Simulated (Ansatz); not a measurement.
Rows from a G0W0 calculation on Cs vacancy plus Cl vacancy in CsPbCl3 (38-atom cell) (Ansatz 0.2.0; G0W0 on PBEsol, plane waves, PAW; PAW set soft_1; 2×2×2 mesh, 1130 empty bands, screening to 75 eV, PAW set soft_1 files), in eV. Spin-orbit coupling is left out.

| row | Σx | Σc | Vxc | Z |
| --- | --- | --- | --- | --- |
| A | -8.03 | -3.00 | -12.03 | 0.81 |
| B | -8.07 | -2.99 | -12.05 | 0.81 |
| C | -7.03 | -2.89 | -10.79 | 0.80 |
| D | -20.11 | 1.56 | -18.21 | 0.78 |
| E | -20.20 | 1.98 | -17.74 | 0.77 |
| F | -20.17 | 1.92 | -17.79 | 0.77 |

Which rows are filled states and which are empty ones, and how can one tell?

Filled: D, E and F. Empty: A, B and C. The sign of Σc tells: for a filled state bare exchange, which holds its interaction with itself, lies below Vxc (Σx − Vxc is -1.9 eV or lower here) and screening gives part back as a positive Σc. For an empty state Σx lies above Vxc (+3.8 eV or more) and the Coulomb hole leaves Σc negative.

[Runs of the session that timed out or met a known fault of the program may be left out.]

[Cells called generated may have been cut or substituted from an entry of the Crystallography Open Database or the Materials Project.]

[Hosts, paths, dates, database ids (printed as entryN), source tags and the programs' standing remarks are cut or masked in the printed files.]
